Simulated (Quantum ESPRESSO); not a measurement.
**FeI2: turning two sublattices against each other**

Wanted: bilinear and biquadratic couplings of FeI2 from constrained non-collinear runs.

Main program and level: Quantum ESPRESSO 7.5; LDA; plane waves with GBRV 1.5 LDA potentials, no spin-orbit coupling.

The database entry behind the starting cell has ideal inner coordinates that were not refined, so it need not match the best structure at ambient conditions.

## 1. The starting structure

The structure is trigonal, space group P-3m1 (No. 164). Conventional cell: a = 4.040 Å, b = 4.040 Å, c = 6.750 Å, α = 90.00°, β = 90.00°, γ = 120.00°. Nearest to Fe lie 6 I at 2.88 Å. I has 3 Fe at 2.88 Å nearest. Farther neighbours and most contacts between anions are not listed.

The cell comes from the Crystallography Open Database.

## 2. The collinear order that defines the sublattices

Typed as antiferro q=(0,1/2,0) +-. The wavevector q is in fractions of the reciprocal vectors of the crystal's primitive cell, as the cells of these inputs are built from it; moments change sign between cells as cos(2π q·R).

pw.in

```
&CONTROL
  calculation = 'scf'
  prefix = 'pwscf'
  outdir = './tmp'
  pseudo_dir = './pseudo'
  disk_io = 'nowf'
/
&SYSTEM
  ibrav = 0
  nat = 6
  ntyp = 3
  ecutwfc = 34
  ecutrho = 238
  nbnd = 40
  occupations = 'smearing'
  smearing = 'fd'
  degauss = 0.00999582
  nspin = 2
  starting_magnetization(1) = 0.25
  starting_magnetization(2) = -0.25
  starting_magnetization(3) = 0
/
&ELECTRONS
  conv_thr = 6d-08
  electron_maxstep = 150
  mixing_beta = 0.3
/
ATOMIC_SPECIES
Fe1    55.8450 fe_lda_v1.5.uspp.F.UPF
Fe2    55.8450 fe_lda_v1.5.uspp.F.UPF
I     126.9045 i_lda_v1.uspp.F.UPF
CELL_PARAMETERS bohr
   7.6344935435    0.0000000000    0.0000000000
  -7.6344935435   13.2233307074    0.0000000000
   0.0000000000    0.0000000000   12.7556513412
ATOMIC_POSITIONS crystal
Fe1     0.0000000000    0.0000000000    0.0000000000
Fe2     0.0000000000    0.5000000000    0.0000000000
I       0.3333333333    0.3333333334    0.2500000000
I       0.3333333333    0.8333333333    0.2500000000
I       0.6666666667    0.1666666666    0.7500000000
I       0.6666666667    0.6666666666    0.7500000000
K_POINTS automatic
4 2 2 0 0 0
```

Command:

```
OMP_NUM_THREADS=1 mpirun -n 4 pw.x -nk 2 -in pw.in > pw.out
```

Log:

```text
Program PWSCF v.7.5 starts

     Message from routine setup:
     using ibrav=0 with symmetry is DISCOURAGED, use correct ibrav instead

     K-points division:     npool     =       2
     R & G space division:  proc/nbgrp/npool/nimage =       2
     Subspace diagonalization in iterative solution of the eigenvalue problem:

     Parallelization info
     --------------------
     sticks:   dense  smooth     PW     G-vecs:    dense   smooth      PW
     Min         956     546    166                39954    17244    3004
     Max         957     547    167                39957    17247    3007
     Sum        1913    1093    333                79911    34491    6011

     Using Slab Decomposition

     bravais-lattice index     =            0
     lattice parameter (alat)  =       7.6345  a.u.
     unit-cell volume          =    1287.7268 (a.u.)^3
     number of atoms/cell      =            6
     number of atomic types    =            3
     number of electrons       =        60.00
     number of Kohn-Sham states=           40
     kinetic-energy cutoff     =      34.0000  Ry
     charge density cutoff     =     238.0000  Ry
     scf convergence threshold =      6.0E-08
     mixing beta               =       0.3000
     number of iterations used =            8  plain     mixing
     Exchange-correlation= SLA  PZ   NOGX NOGC
                           (   1   1   0   0   0   0   0)

     celldm(1)=   7.634494  celldm(2)=   0.000000  celldm(3)=   0.000000
     celldm(4)=   0.000000  celldm(5)=   0.000000  celldm(6)=   0.000000

     crystal axes: (cart. coord. in units of alat)
               a(1) = (   1.000000   0.000000   0.000000 )
               a(2) = (  -1.000000   1.732051   0.000000 )
               a(3) = (   0.000000   0.000000   1.670792 )

     reciprocal axes: (cart. coord. in units 2 pi/alat)
               b(1) = (  1.000000  0.577350 -0.000000 )
               b(2) = (  0.000000  0.577350  0.000000 )
               b(3) = (  0.000000 -0.000000  0.598519 )

     PseudoPot. # 1 for Fe read from file:
     fe_lda_v1.5.uspp.F.UPF
     Pseudo is Ultrasoft + core correction, Zval = 16.0
     Generated by new atomic code, or converted to UPF format
     Using radial grid of  861 points,  6 beta functions with:
                l(1) =   0
                l(2) =   0
                l(3) =   1
                l(4) =   1
                l(5) =   2
                l(6) =   2
     Q(r) pseudized with  8 coefficients,  rinner =    1.000   1.000   1.000
                                                       1.000   1.000

     PseudoPot. # 2 for Fe read from file:
     fe_lda_v1.5.uspp.F.UPF
     Pseudo is Ultrasoft + core correction, Zval = 16.0
     Generated by new atomic code, or converted to UPF format
     Using radial grid of  861 points,  6 beta functions with:
                l(1) =   0
                l(2) =   0
                l(3) =   1
                l(4) =   1
                l(5) =   2
                l(6) =   2
     Q(r) pseudized with  8 coefficients,  rinner =    1.000   1.000   1.000
                                                       1.000   1.000

     PseudoPot. # 3 for I  read from file:
     i_lda_v1.uspp.F.UPF
     Pseudo is Ultrasoft + core correction, Zval =  7.0
     Generated by new atomic code, or converted to UPF format
     Using radial grid of  893 points,  6 beta functions with:
                l(1) =   0
                l(2) =   0
                l(3) =   1
                l(4) =   1
                l(5) =   2
                l(6) =   2
     Q(r) pseudized with  8 coefficients,  rinner =    1.500   1.500   1.500
                                                       1.500   1.500

     atomic species   valence    mass     pseudopotential
     Fe1              16.00    55.84500     Fe( 1.00)
     Fe2              16.00    55.84500     Fe( 1.00)
     I                 7.00   126.90450     I ( 1.00)

     Starting magnetic structure
     atomic species   magnetization
     Fe1             0.250
     Fe2            -0.250
     I               0.000

      4 Sym. Ops., with inversion, found

   Cartesian axes

     site n.     atom                  positions (alat units)
         1        Fe1    tau(   1) = (   0.0000000   0.0000000   0.0000000  )
         2        Fe2    tau(   2) = (  -0.5000000   0.8660254   0.0000000  )
         3        I      tau(   3) = (  -0.0000000   0.5773503   0.4176980  )
         4        I      tau(   4) = (  -0.5000000   1.4433757   0.4176980  )
         5        I      tau(   5) = (   0.5000000   0.2886751   1.2530941  )
         6        I      tau(   6) = (   0.0000000   1.1547005   1.2530941  )

     number of k points=    10  Fermi-Dirac smearing, width (Ry)=  0.0100
                       cart. coord. in units 2pi/alat
        k(    1) = (   0.0000000   0.0000000   0.0000000), wk =   0.0625000
        k(    2) = (   0.0000000   0.0000000  -0.2992593), wk =   0.0625000
        k(    3) = (   0.0000000  -0.2886751   0.0000000), wk =   0.0625000
        k(    4) = (   0.0000000  -0.2886751  -0.2992593), wk =   0.0625000
        k(    5) = (   0.2500000   0.1443376   0.0000000), wk =   0.2500000
        [... 5 further k-points ...]

     Dense  grid:    79911 G-vectors     FFT dimensions: (  40,  75,  64)

     Smooth grid:    34491 G-vectors     FFT dimensions: (  30,  60,  48)

     Check: negative core charge=   -0.000007
     Generating pointlists ...
     new r_m :   0.2939 (alat units)  2.2442 (a.u.) for type    1
     new r_m :   0.2939 (alat units)  2.2442 (a.u.) for type    2
     new r_m :   0.2939 (alat units)  2.2442 (a.u.) for type    3

     Initial potential from superposition of free atoms

     starting charge      57.9996, renormalised to      60.0000
     Starting wfcs are   42 randomized atomic wfcs

     Self-consistent Calculation

     iteration #  1     ecut=    34.00 Ry     beta= 0.30
     Davidson diagonalization with overlap
     ethr =  1.00E-02,  avg # of iterations =  3.3

     total energy              =    -758.97819991 Ry
     estimated scf accuracy    <       1.21599825 Ry

     total magnetization       =    -0.00 Bohr mag/cell
     absolute magnetization    =     5.93 Bohr mag/cell

     iteration #  2     ecut=    34.00 Ry     beta= 0.30
     Davidson diagonalization with overlap
     ethr =  2.03E-03,  avg # of iterations =  3.9

     total energy              =    -759.24243692 Ry
     estimated scf accuracy    <       1.44502897 Ry

     total magnetization       =     0.02 Bohr mag/cell
     absolute magnetization    =     7.96 Bohr mag/cell

     iteration #  3     ecut=    34.00 Ry     beta= 0.30
     Davidson diagonalization with overlap
     ethr =  2.03E-03,  avg # of iterations =  2.2

     total energy              =    -759.32081047 Ry
     estimated scf accuracy    <       0.10351705 Ry

     total magnetization       =    -0.12 Bohr mag/cell
     absolute magnetization    =     7.38 Bohr mag/cell

     [... further iterations left out ...]

     iteration # 10     ecut=    34.00 Ry     beta= 0.30
     Davidson diagonalization with overlap
     ethr =  2.08E-08,  avg # of iterations =  5.4

     total energy              =    -759.35830016 Ry
     estimated scf accuracy    <       0.00004382 Ry

     total magnetization       =    -0.00 Bohr mag/cell
     absolute magnetization    =     7.24 Bohr mag/cell

     iteration # 11     ecut=    34.00 Ry     beta= 0.30
     Davidson diagonalization with overlap
     ethr =  2.08E-08,  avg # of iterations =  3.8

     total energy              =    -759.35830840 Ry
     estimated scf accuracy    <       0.00000395 Ry

     total magnetization       =     0.00 Bohr mag/cell
     absolute magnetization    =     7.23 Bohr mag/cell

     iteration # 12     ecut=    34.00 Ry     beta= 0.30
     Davidson diagonalization with overlap
     ethr =  6.58E-09,  avg # of iterations =  1.0

     total energy              =    -759.35830798 Ry
     estimated scf accuracy    <       0.00000229 Ry

     total magnetization       =    -0.00 Bohr mag/cell
     absolute magnetization    =     7.23 Bohr mag/cell

     iteration # 13     ecut=    34.00 Ry     beta= 0.30
     Davidson diagonalization with overlap
     ethr =  3.82E-09,  avg # of iterations =  2.0

     Magnetic moment per site  (integrated on atomic sphere of radius R)
     atom   1 (R=0.294)  charge= 14.7170  magn=  3.3707
     atom   2 (R=0.294)  charge= 14.7172  magn= -3.3705
     atom   3 (R=0.294)  charge=  4.5174  magn= -0.0394
     atom   4 (R=0.294)  charge=  4.5185  magn=  0.0394
     atom   5 (R=0.294)  charge=  4.5185  magn=  0.0394
     atom   6 (R=0.294)  charge=  4.5174  magn= -0.0394

     End of self-consistent calculation

     [... lines left out ...]
     the Fermi energy is     5.6295 ev

!    total energy              =    -759.35830829 Ry
     estimated scf accuracy    <       0.00000004 Ry
     smearing contrib. (-TS)   =      -0.03428154 Ry
     internal energy E=F+TS    =    -759.32402676 Ry

     The total energy is F=E-TS. E is the sum of the following terms:
     one-electron contribution =    -511.05909061 Ry
     hartree contribution      =     273.67134571 Ry
     xc contribution           =    -247.25612558 Ry
     ewald contribution        =    -274.68015627 Ry

     total magnetization       =     0.00 Bohr mag/cell
     absolute magnetization    =     7.23 Bohr mag/cell

     convergence has been achieved in  13 iterations

=------------------------------------------------------------------------------=
   JOB DONE.
=------------------------------------------------------------------------------=
```

Wall time 31 s (4 MPI ranks of Arm Neoverse V1, shared host); peak memory 0.43 GiB.

Spin moment in the atom's sphere by atom:

```
atom  spin moment in the atom's sphere (μB)
 Fe1                                   3.37
 Fe2                                  -3.37
  I3                                  -0.04
  I4                                   0.04
  I5                                   0.04
  I6                                  -0.04
```

This step gave:

| Quantity | Value |
| --- | --- |
| smearing term TS | 0.4664 eV |
| magnetization | 0 μB |
| absolute magnetization | 7.233 μB |
| final state | antiferromagnetic |

Spin density in the bc plane at fractional x = 0.000, with atoms of Fe within 0.2 Å of it.

Values in e/Å³, 10 rows by 16 columns, each cell a mean:
```
 2.6  0.4  0.0  0.0  0.0  0.0 -0.2 -2.0 -2.6 -0.4  0.0  0.0  0.0  0.0  0.2  2.0
 0.1  0.0  0.0  0.0  0.0  0.0  0.0 -0.1 -0.1  0.0  0.0  0.0  0.0  0.0  0.0  0.1
 0.0  0.0  0.0  0.0  0.0  0.0  0.0  0.0  0.0  0.0  0.0  0.0  0.0  0.0  0.0  0.0
 0.0  0.0  0.0  0.0  0.0  0.0  0.0  0.0  0.0  0.0  0.0  0.0  0.0  0.0  0.0  0.0
 0.0  0.0  0.0  0.0  0.0  0.0  0.0  0.0  0.0  0.0  0.0  0.0  0.0  0.0  0.0  0.0
 0.0  0.0  0.0  0.0  0.0  0.0  0.0  0.0  0.0  0.0  0.0  0.0  0.0  0.0  0.0  0.0
 0.0  0.0  0.0  0.0  0.0  0.0  0.0  0.0  0.0  0.0  0.0  0.0  0.0  0.0  0.0  0.0
 0.0  0.0  0.0  0.0  0.0  0.0  0.0  0.0  0.0  0.0  0.0  0.0  0.0  0.0  0.0  0.0
 0.2  0.0  0.0  0.0  0.0  0.0  0.0 -0.1 -0.2  0.0  0.0  0.0  0.0  0.0  0.0  0.1
 3.4  0.5  0.0  0.0  0.0  0.0 -0.2 -2.6 -3.4 -0.4  0.0  0.0  0.0  0.0  0.3  2.6
```
Columns run along b (8.1 Å), rows up along c (6.8 Å). Atoms in or near the plane, at fractional coordinates: Fe at (0.00, 0.00), Fe at (0.50, 0.00).

Valence density in the bc plane at fractional x = 0.000, with atoms of Fe within 0.2 Å of it. It is the smooth field of the valence electrons, not physical close to the nuclei.

Values in e/Å³, 10 rows by 16 columns, each cell a mean:
```
11  1  0  0  0  0  1  9 11  1  0  0  0  0  1  9
 0  0  0  0  0  0  0  0  0  0  0  0  0  0  0  0
 0  0  0  0  0  0  0  0  0  0  0  0  0  0  0  0
 0  0  0  0  0  0  0  0  0  0  0  0  0  0  0  0
 0  0  0  0  0  0  0  0  0  0  0  0  0  0  0  0
 0  0  0  0  0  0  0  0  0  0  0  0  0  0  0  0
 0  0  0  0  0  0  0  0  0  0  0  0  0  0  0  0
 0  0  0  0  0  0  0  0  0  0  0  0  0  0  0  0
 1  0  0  0  0  0  0  1  1  0  0  0  0  0  0  1
14  2  0  0  0  0  1 12 14  2  0  0  0  0  1 12
```
Columns run along b (8.1 Å), rows up along c (6.8 Å). Atoms in or near the plane, at fractional coordinates: Fe at (0.00, 0.00), Fe at (0.50, 0.00).

## 3. The parallel state in the same cell

This run has no penalty. It is needed because the penalty of the later runs acts on every atom: an induced moment is typed with its parallel value times cos(θ/2) along z and its opposed value times sin(θ/2) along x, rounded to 0.01 μB.

pw.in, as its differences from that of step 2:

```diff
@@ -10,6 +10,6 @@
   nat = 6
-  ntyp = 3
+  ntyp = 2
   ecutwfc = 34
   ecutrho = 238
-  nbnd = 40
+  nbnd = 44
   occupations = 'smearing'
@@ -19,4 +19,3 @@
   starting_magnetization(1) = 0.25
-  starting_magnetization(2) = -0.25
-  starting_magnetization(3) = 0
+  starting_magnetization(2) = 0
 /
@@ -28,4 +27,3 @@
 ATOMIC_SPECIES
-Fe1    55.8450 fe_lda_v1.5.uspp.F.UPF
-Fe2    55.8450 fe_lda_v1.5.uspp.F.UPF
+Fe     55.8450 fe_lda_v1.5.uspp.F.UPF
 I     126.9045 i_lda_v1.uspp.F.UPF
@@ -36,4 +34,4 @@
 ATOMIC_POSITIONS crystal
-Fe1     0.0000000000    0.0000000000    0.0000000000
-Fe2     0.0000000000    0.5000000000    0.0000000000
+Fe      0.0000000000    0.0000000000    0.0000000000
+Fe      0.0000000000    0.5000000000    0.0000000000
 I       0.3333333333    0.3333333334    0.2500000000
```

Log:

```text
     [... lines left out ...]
Program PWSCF v.7.5 starts
     [... lines left out ...]
     number of atoms/cell      =            6
     [... lines left out ...]
     number of electrons       =        60.00
     number of Kohn-Sham states=           44
     kinetic-energy cutoff     =      34.0000  Ry
     charge density cutoff     =     238.0000  Ry
     scf convergence threshold =      6.0E-08
     [... lines left out ...]
      4 Sym. Ops., with inversion, found
     [... lines left out ...]
     number of k points=    10  Fermi-Dirac smearing, width (Ry)=  0.0100
     [... lines left out ...]
     iteration # 14     ecut=    34.00 Ry     beta= 0.30
     [... lines left out ...]
     Magnetic moment per site  (integrated on atomic sphere of radius R)
     atom   1 (R=0.294)  charge= 14.7078  magn=  3.4240
     atom   2 (R=0.294)  charge= 14.7079  magn=  3.4241
     atom   3 (R=0.294)  charge=  4.5197  magn=  0.1616
     atom   4 (R=0.294)  charge=  4.5208  magn=  0.1616
     atom   5 (R=0.294)  charge=  4.5208  magn=  0.1616
     atom   6 (R=0.294)  charge=  4.5197  magn=  0.1616
     [... lines left out ...]
     the Fermi energy is     5.5410 ev
!    total energy              =    -759.35998544 Ry
     estimated scf accuracy    <          3.5E-09 Ry
     smearing contrib. (-TS)   =      -0.03029814 Ry
     [... lines left out ...]
     total magnetization       =     7.94 Bohr mag/cell
     absolute magnetization    =     7.95 Bohr mag/cell
     convergence has been achieved in  14 iterations
```

Elapsed: 32 s, on 4 MPI ranks; peak memory 0.38 GiB; 2.1 min of CPU time.

Spin moment in the atom's sphere by atom:

```
atom  spin moment in the atom's sphere (μB)
 Fe1                                   3.42
 Fe2                                   3.42
  I3                                   0.16
  I4                                   0.16
  I5                                   0.16
  I6                                   0.16
```

Read from the output:

| Property | Result |
| --- | --- |
| smearing term TS | 0.4122 eV |
| magnetization | 7.938 μB |
| absolute magnetization | 7.953 μB |
| final state | ferromagnetic |

(Continued in part 2 of 3.)

[Logs and program files are shortened in this print: banners, set-up blocks, solver, clock and traceback lines can be left out without a mark of their own.]

[Logs are printed without paths, hosts, clocks, repeated set-up lines and the standing remarks that a program may print on its own settings, such as how far it seeks lower states.]

[Hosts, paths, dates, database ids (printed as entryN), source tags and the programs' standing remarks are cut or masked in the printed files.]

[Where a cell is said to come from a database of computed structures, the database is the Materials Project.]
